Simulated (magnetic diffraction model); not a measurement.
## FeH4O2F2 below its ordering temperature

Space group Pmna (no. 53), a = 6.9420 Å, b = 3.3090 Å, c = 6.4260 Å.

```csv
site,atom,x,y,z
2a,Fe,1/2,0,1/2
4h,F,0,0.6261,0.7524
4e,O,0.7439,0,1/2
8i,H,0.6950,0.1280,0.0798
```

The compound is invented for this exercise: a known structure type with other elements, its cell scaled to their sizes and not relaxed.

Only Fe is taken to order (form factors of Fe2+); orders and moment sizes are assumed, and not adapted to the symmetry. Radiation: neutrons of λ = 1.909 Å, 3° to 60°; isotropic B of 0.57 Å² (Fe), 0.62 Å² (F), 0.76 Å² (O) and 0.94 Å² (H). The intensities are simulated: I ∝ L Σ (|F_N|² + |F_M⊥|²) for unpolarised neutrons, with F_M = 2.695 fm/μB × Σ f(s) S exp(2πi Q·r) exp(−B s²) at Q = H ± k (one set where k and −k are equivalent), only the part normal to Q counting and L = 1/(sin²θ cos θ). For a modulated order the moment at position r is S exp(−2πi k·r) + c.c., with S = m/2 for a sine wave of amplitude m and S = m(u + iv)/2 for moments turning in a plane, u and v being orthogonal unit vectors in it; the phase factor of the sum at Q = H + k is then exp(2πi H·r). Form factors are spin-only for 3d ions and dipole or tabulated for f ions, scattering lengths are Sears's of 1992, and absorption is left out. A label names one of the reflections at its angle. The strongest nuclear line in the range is 100, and lines under 0.2 are left out.

Above the ordering temperature:

```tsv
2θ (°)	index	I
23.36	(1 0 1)	100.0
31.92	(2 0 0)	55.5
33.53	(0 1 0)	0.9
34.56	(0 0 2)	0.3
37.87	(0 1 1)	1.6
41.27	(1 1 1)	52.6
46.97	(2 1 0)	0.6
47.76	(2 0 2)	6.4
48.92	(0 1 2)	64.3
50.34	(2 1 1)	31.9
51.74	(1 1 2)	2.3
52.01	(3 0 1)	0.8
55.59	(1 0 3)	8.9
59.61	(2 1 2)	17.1
```

Below it (cell unchanged):

```
2θ (°)      I
  5.51  105.0
 23.36  100.0
 24.02   10.2
 27.82    3.1
 31.92   55.5
 33.53    0.9
 34.56    0.3
 35.03    3.4
 36.63    4.8
 37.87    1.6
 39.33    1.2
 41.27   52.6
 42.84    0.8
 44.93    1.6
 46.25    2.6
 46.97    0.6
 47.76    6.4
 48.12    1.4
 48.92   64.3
 50.34   31.9
 51.52    0.6
 51.74    2.3
 52.01    0.8
 52.34    0.2
 53.35    0.9
 55.59    8.9
 55.91    1.4
 56.17    1.0
 59.61   17.1
 60.00    0.4
```

**Question.** Find the propagation vector, then choose among these models:
A. a sine wave with moments along [100] (amplitudes given), 3.74 μB on Fe; signs + at (1/2, 0, 1/2), + at (0, 0, 0)
B. moments turning in the plane of [010] and [001], 3.74 μB on Fe; signs + at (1/2, 0, 1/2), + at (0, 0, 0)
C. a sine wave with moments along [001] (amplitudes given), 3.74 μB on Fe; signs + at (1/2, 0, 1/2), + at (0, 0, 0)
D. a sine wave with moments along [010] (amplitudes given), 3.74 μB on Fe; signs + at (1/2, 0, 1/2), + at (0, 0, 0)

The new lines index as (0 1/6 0) at 5.51°, (1 1/6 1) at 24.02°, (0 5/6 0) at 27.82° and (0 1/6 2) at 35.03°, that is as H ± k with k = (0 1/6 0). Satellites come in pairs about each point of the reciprocal lattice.

Magnetic intensity, observed (below minus above) and for each model:

| 2θ (°) | index | observed | A | B | C | D |
| --- | --- | --- | --- | --- | --- | --- |
| 5.51 | (0 1/6 0) | 105.0 | 105.0 | 105.0 | 105.0 | <0.2 |
| 24.02 | (1 1/6 1) | 10.2 | 10.2 | 26.0 | 8.9 | 17.1 |
| 27.82 | (0 5/6 0) | 3.1 | 3.1 | 3.1 | 3.1 | <0.2 |
| 32.42 | (2 1/6 0) | <0.2 | <0.2 | 8.3 | 4.2 | 4.1 |
| 35.03 | (0 1/6 2) | 3.4 | 3.4 | 3.4 | <0.2 | 3.3 |
| 36.63 | (1 5/6 1) | 4.8 | 4.8 | 7.2 | 4.7 | 2.5 |
| 48.12 | (2 1/6 2) | 1.4 | 1.4 | 3.8 | 1.2 | 2.6 |
| 52.34 | (3 1/6 1) | 0.2 | 0.2 | 3.7 | 1.7 | 1.9 |

Model A matches.

The structure used: k = (0 1/6 0), a sine wave with moments along [100] (amplitudes given), 3.74 μB on Fe; signs + at (1/2, 0, 1/2), + at (0, 0, 0).

[Logs are printed without paths, hosts, clocks, repeated set-up lines and the standing remarks that a program may print on its own settings, such as how far it seeks lower states.]
